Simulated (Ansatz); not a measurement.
# Quasiparticle gap of BaH2 (Pnma), part 2 of 3

Wanted: the gap of BaH2 (Pnma) with a many-body correction, and the time that it takes.

Ansatz 0.2.0; LDA, then G0W0 on it, plane waves, PAW. Known limits of the many-body steps: finite bands, screening cutoff and k mesh; no spin-orbit coupling in G0W0.

So far. Step 2 (The LDA band structure): Over mesh and path the gap is 2.630 eV, from k = (0.250, 0.000, 0.000) to k = (0.500, 0.350, 0.000). The least direct gap found is 3.170 eV, at k = (-0.500, 0.333, 0.000). On the 4×6×4 mesh alone the same run gives 2.633 eV, so that mesh misses an edge of LDA: 2.633 − 2.630 = +0.003 eV.

### 3. G0W0 on the 2×4×2 mesh

G0W0 replaces the xc potential by a self-energy built once from the orbitals of the start. Levels are corrected in the window of bands that the input names, at points of the mesh.

This step: G0W0 on LDA, plane waves, PAW; PAW set soft_1.

input.yaml reads:

```yaml
crystal:
  lattice:
    - [6.792, 0.0, 0.0]
    - [0.0, 4.168, 0.0]
    - [0.0, 0.0, 7.858]
  atoms:
    - { symbol: Ba, position: [0.26029, 0.25, 0.88863] }
    - { symbol: Ba, position: [0.23971, 0.75, 0.38863] }
    - { symbol: Ba, position: [0.76029, 0.25, 0.61137] }
    - { symbol: Ba, position: [0.73971, 0.75, 0.11137] }
    - { symbol: H, position: [0.043, 0.25, 0.174] }
    - { symbol: H, position: [0.457, 0.75, 0.674] }
    - { symbol: H, position: [0.543, 0.25, 0.326] }
    - { symbol: H, position: [0.957, 0.75, 0.826] }
    - { symbol: H, position: [0.646, 0.25, 0.9135] }
    - { symbol: H, position: [0.854, 0.75, 0.4135] }
    - { symbol: H, position: [0.146, 0.25, 0.5865] }
    - { symbol: H, position: [0.354, 0.75, 0.0865] }
kpoints:
  mp_grid: { grid: [2, 4, 2] }
hamiltonian:
  xc: lda
  pseudopotentials: { kind: paw, azcp: { folder: soft_1 }, xc_functional: pbe }
scf:
  occupations: { method: fixed }
gw:
  n_empty_bands: 1022
  ecut_chi: 160.0
  qp_bands: [v4, c4]
  qp_kpoints: band_edges
  screening: { model: contour_deformation }
```

Launch:

```sh
> ansatz run input.yaml --threads 3 --pin off --max-ram 92160MiB --backend cuda --events-out ev --progress --plain --runs-dir out --devices 1 --max-vram 13GiB
```

Numbers of over 12 decimals in the logs are rounded to 6 here.

The log of the run:

```text
GPUs: using 1 of 1 available (devices: 1).
[...]
GPU FFT provider: cuFFT
GPU libraries: cuBLAS 13.8.2, cuFFT 12.4.0, cuSOLVER 12.3.4
Crystal: 12 atoms, lattice volume = 222.453 Å³
Basis set: ecut = 420 eV, 4329 PW (Γ)
Bands: 36, of which v1, the nominal top of the filled ones, is band 24 counted from 1 (23 counted from 0)
Symmetry: 8 space group operations
[...]
k-points: 12 of 16
[...]
GPU buffer pool allocated for 77760 grid points (all kernels)
[...]
SCF iter   1: F=—  HF=-23251.744785 eV  |F-HF|=—  |Δ(HF+E_count)|=         —  Δρ=4.17e-2  dr2=4.76e0  ethr=3.10e-3  ⟨swp⟩=4.3  Hψ=1571  notcnv=0  defer=105
[...]
SCF iter   7: F=-23250.178887 eV  HF=-23250.178887 eV  |F-HF|=7.06e-10  |Δ(HF+E_count)|=   1.55e-7  Δρ=1.56e-6  dr2=6.61e-9  ethr=2.08e-10  ⟨swp⟩=12.8  Hψ=2426  notcnv=0
SCF 1 converged in 7 iterations: F = -23250.178887 eV  dr2 = 6.61e-9
[...]
NSCF: frozen V_eff on 12 k-points
the band table was solved once the SCF had ended and its energy, with any forces and stress, was formed, with the checks that follow a solve (1837 applications of the Hamiltonian). They found nothing against the state; the energy, forces and stress were not computed again (output.eigenvalues in the input reference)
[...]
G₀W₀ screening: q 1/12
[... further progress lines ...]
SCF converged after 7 iterations
Free energy (F): -23250.178887 eV
[...]
Internal energy: -23250.178887 eV  (E = F + TS)
E sigma→0 (E₀):  -23250.178887 eV
Fermi energy:    4.506944 eV
[...]
--- Band table (eV; the first three rows and the last of 12) ---
  k-point 0: bands = [... 20 lower, 3.7972, 3.9656, 4.3920, 4.5069, 7.8851, 8.1888, 8.4710, 8.8049, ... 8 higher]
  k-point 1: bands = [... 20 lower, 4.0287, 4.0287, 4.2791, 4.2791, 7.6680, 7.6680, 8.0635, 8.0635, ... 8 higher]
  k-point 2: bands = [... 20 lower, 3.7374, 3.9718, 4.0025, 4.0893, 7.6386, 7.8007, 8.3946, 8.6940, ... 8 higher]
  k-point 11: bands = [... 20 lower, 3.9546, 3.9546, 3.9546, 3.9546, 7.8340, 7.8340, 7.8340, 7.8340, ... 8 higher]
--- G₀W₀: contour deformation, 6 samples at zero and on the imaginary axis and 1 off it, 16 q-points, 1022 empty bands' worth ---
  eigenvalues of the whole cell's RPA ε∞ on this k-mesh (on a slab, of 1 + 4πα/V) = 3.9871, 4.3217, 4.4394; static W/v taken at q = 0 is 0.234576
  bands read: the sum over 1046 bands ends inside a degenerate multiplet in 2 slots, whose members it reads at an even weight; the widest, k=10: bands 1045 to 1048 (counted from 1) at 2/4 each
  gw.qp_kpoints: band_edges: 12 of 12 stored k-points solved, in 1 pass; an edge of the gap read off the rows below is read off those points alone
    ik  band        ε_KS         Σx   Σc(E_QP)       V_xc       Z   E_QP_lin       E_QP  E_QP is
     0    21      3.7972   -13.7507     2.1081   -10.5562  0.7372     2.6825     2.7108  root
     0    22      3.9656   -15.1589     2.1306   -11.9113  0.7485     2.8213     2.8486  root
     0    23      4.3920   -14.8043     2.0853   -11.5716  0.7472     3.2171     3.2446  root
     0    24      4.5069   -14.1809     1.8471   -11.2438  0.7500     3.3939     3.4169  root
     0    25      7.8851    -5.4129    -4.0851   -10.2505  0.7913     8.6473     8.6376  root
     0    26      8.1888    -5.6645    -4.0262   -10.3961  0.7891     8.9030     8.8942  root
     0    27      8.4710    -5.4713    -4.3639   -10.6433  0.7827     9.2926     9.2791  root
     0    28      8.8049    -5.5847    -4.3181   -10.7257  0.7848     9.6413     9.6277  root
     1    21      4.0287   -13.8194     2.0415   -10.6806  0.7404     2.9041     2.9314  root
     1    22      4.0287   -13.8194     2.0415   -10.6806  0.7404     2.9041     2.9314  root
     1    23      4.2791   -14.4018     1.9633   -11.3405  0.7490     3.1562     3.1811  root
     1    24      4.2791   -14.4018     1.9633   -11.3405  0.7490     3.1562     3.1811  root
     1    25      7.6680    -5.2570    -4.0203    -9.9947  0.7921     8.3938     8.3852  root
     1    26      7.6680    -5.2570    -4.0203    -9.9947  0.7921     8.3938     8.3852  root
     1    27      8.0635    -5.3207    -4.1305   -10.2157  0.7912     8.8384     8.8281  root
     1    28      8.0635    -5.3207    -4.1305   -10.2157  0.7912     8.8384     8.8281  root
     2    21      3.7374   -14.8347     2.1939   -11.5413  0.7441     2.6095     2.6380  root
     2    22      3.9718   -14.2885     2.0561   -11.1341  0.7448     2.8466     2.8735  root
     2    23      4.0025   -14.5153     2.1340   -11.2617  0.7438     2.8544     2.8828  root
     2    24      4.0893   -14.0654     2.0237   -10.9422  0.7440     2.9632     2.9898  root
     2    25      7.6386    -5.2457    -3.9067    -9.8455  0.7962     8.3390     8.3316  root
     2    26      7.8007    -5.0792    -4.0337    -9.8202  0.7918     8.5167     8.5080  root
     2    27      8.3946    -5.4560    -4.2470   -10.4652  0.7834     9.1685     9.1567  root
     2    28      8.6940    -5.2029    -4.3318   -10.3264  0.7819     9.4992     9.4857  root
     3    21      3.8139   -14.0791     2.1431   -10.8353  0.7398     2.6844     2.7132  root
     3    22      3.8139   -14.0791     2.1431   -10.8353  0.7398     2.6844     2.7132  root
     3    23      4.0320   -14.1687     2.0473   -11.0197  0.7441     2.9033     2.9302  root
     3    24      4.0320   -14.1687     2.0473   -11.0197  0.7441     2.9033     2.9302  root
     3    25      7.9788    -5.3000    -4.1013   -10.1373  0.7903     8.7245     8.7149  root
     3    26      7.9788    -5.3000    -4.1013   -10.1373  0.7903     8.7245     8.7149  root
     3    27      8.3860    -5.3248    -4.1546   -10.2262  0.7878     9.1433     9.1329  root
     3    28      8.3860    -5.3248    -4.1546   -10.2262  0.7878     9.1433     9.1329  root
     4    21      3.6738   -14.9222     2.2368   -11.5703  0.7431     2.5291     2.5587  root
     4    22      3.6738   -14.9222     2.2368   -11.5703  0.7431     2.5291     2.5587  root
     4    23      3.6870   -14.0831     2.2243   -10.7541  0.7366     2.5518     2.5823  root
     4    24      3.6870   -14.0831     2.2243   -10.7541  0.7366     2.5518     2.5823  root
     4    25      7.7310    -5.0926    -4.0296    -9.8296  0.7916     8.4470     8.4384  root
     4    26      7.7310    -5.0926    -4.0296    -9.8296  0.7916     8.4470     8.4384  root
     4    27      7.8119    -5.2225    -3.9433    -9.8652  0.7948     8.5190     8.5113  root
     4    28      7.8119    -5.2225    -3.9433    -9.8652  0.7948     8.5190     8.5113  root
[...]
10    25      7.5158    -5.1612    -3.9633    -9.8255  0.7938     8.2248     8.2168  root
    10    26      7.5158    -5.1612    -3.9633    -9.8255  0.7938     8.2248     8.2168  root
    10    27      7.5158    -5.1612    -3.9633    -9.8255  0.7938     8.2248     8.2168  root
    10    28      7.5158    -5.1612    -3.9633    -9.8255  0.7938     8.2248     8.2168  root
    11    21      3.9546   -14.7789     2.1440   -11.5147  0.7451     2.8061     2.8344  root
    11    22      3.9546   -14.7789     2.1440   -11.5147  0.7451     2.8061     2.8344  root
    11    23      3.9546   -14.7789     2.1440   -11.5147  0.7451     2.8061     2.8344  root
    11    24      3.9546   -14.7789     2.1440   -11.5147  0.7451     2.8061     2.8344  root
    11    25      7.8340    -5.3270    -3.9787    -9.9903  0.7905     8.5267     8.5186  root
    11    26      7.8340    -5.3270    -3.9787    -9.9903  0.7905     8.5267     8.5186  root
    11    27      7.8340    -5.3270    -3.9787    -9.9903  0.7905     8.5267     8.5186  root
    11    28      7.8340    -5.3270    -3.9787    -9.9903  0.7905     8.5267     8.5186  root
```

Run time: 51 s. Hardware: 1 × NVIDIA H100 80GB HBM3 (shared by 6 runs) with 3 threads of AMD EPYC 7R13 (Zen 3), shared host; peak memory 3.8 GiB.

This step gave:

```yaml
bands_summed: 1046
rpa_eps_infinity_on_this_mesh_eigenvalues: 3.987, 4.322, 4.439
plane_waves_in_the_screening_matrix: 1019
q_points_in_the_mesh: 16
g0w0_gap_over_the_corrected_points: 4.579 eV
k_of_the_valence_top: 0, 0, 0
k_of_the_conduction_bottom: -0.5, 0.25, 0
starting_gap_on_the_mesh: 2.797 eV
z_at_the_valence_top: 0.7500
z_at_the_conduction_bottom: 0.7959
least_direct_g0w0_gap_over_the_corrected_points: 5.043 eV
```

Over all 12 irreducible mesh points the G0W0 gap is 4.579 eV, from k = Γ to k = (-0.500, 0.250, 0.000). The LDA gap of this run on the mesh is 2.797 eV. The two states that bound the G0W0 gap lie that far apart at the start, so the correction of the gap is 4.579 − 2.797 = +1.782 eV. The start of this run differs from the step before in mesh (4×6×4 and 2×4×2).

Labels follow the order of the start: v1 is the top filled band, c1 the lowest empty one; levels that stay degenerate share a row, the window can cut a multiplet, doubted levels are not marked in this list, bands outside the window were not corrected, and the list may be a part of the corrected levels. Levels before and after the correction, in eV, zero at the valence-band top of each column:

|  | conduction bottom | valence top |
| --- | --- | --- |
| Kohn-Sham | 2.80 | 0.00 |
| G0W0 | 4.58 | 0.00 |

|  | level | occupation | energy (eV) |
| --- | --- | --- | --- |
| Kohn-Sham | Γ v3 | 2 | -0.541 |
| Kohn-Sham | Γ v2 | 2 | -0.115 |
| Kohn-Sham | Γ v1 | 2 | 0.000 |
| Kohn-Sham | Γ c1 | 0 | 3.378 |
| Kohn-Sham | Γ c2 | 0 | 3.682 |
| Kohn-Sham | Γ c3 | 0 | 3.964 |
| Kohn-Sham | (-0.5 0.25 0) v3 | 2 | -0.629 |
| Kohn-Sham | (-0.5 0.25 0) v2-v1 | 2 | -0.431 |
| Kohn-Sham | (-0.5 0.25 0) c1-c2 | 0 | 2.797 |
| Kohn-Sham | (-0.5 0.25 0) c3 | 0 | 3.683 |
| G0W0 | Γ v3 | 2 | -0.568 |
| G0W0 | Γ v2 | 2 | -0.172 |
| G0W0 | Γ v1 | 2 | 0.000 |
| G0W0 | Γ c1 | 0 | 5.221 |
| G0W0 | Γ c2 | 0 | 5.477 |
| G0W0 | Γ c3 | 0 | 5.862 |
| G0W0 | (-0.5 0.25 0) v3 | 2 | -0.647 |
| G0W0 | (-0.5 0.25 0) v2-v1 | 2 | -0.464 |
| G0W0 | (-0.5 0.25 0) c1-c2 | 0 | 4.579 |
| G0W0 | (-0.5 0.25 0) c3 | 0 | 5.506 |

The parts of the quasiparticle energy for the two states that bound the G0W0 gap, in eV on the run's own scale (QP = start + Σx + Σc − Vxc, with Σc at the quasiparticle energy):

| edge | k | band | start | Σx | Σc | Vxc | Z | QP |
| --- | --- | --- | --- | --- | --- | --- | --- | --- |
| valence top | Γ | 24 | 4.507 | −14.181 | 1.847 | −11.244 | 0.750 | 3.417 |
| conduction bottom | (-0.500, 0.250, 0.000) | 25 | 7.304 | −5.044 | −3.919 | −9.654 | 0.796 | 7.996 |

(Part 2 of 3 ends here.)

[Paths, hosts, dates, memory and timing lines, banners, echoed tables and standing remarks are left out of the program output.]

[Logs are printed without paths, hosts, clocks, repeated set-up lines and the standing remarks that a program may print on its own settings, such as how far it seeks lower states.]

[Runs of the session that timed out or met a known fault of the program may be left out.]

[Cells called generated may have been cut or substituted from an entry of the Crystallography Open Database or the Materials Project.]

[Hosts, paths, dates, database ids (printed as entryN), source tags and the programs' standing remarks are cut or masked in the printed files.]

[Where an RPA ε∞ is given, it is that of the G0W0 mesh and is not shown converged in it. Names of k-points follow the symmetry that the program found, which can be lower than the space group named. Band edges on a path are those of the sampled points; other points can move an edge, and change direct to indirect where valleys lie close.]

[Hybrid gaps are those of their k-mesh and are not shown converged in it.]
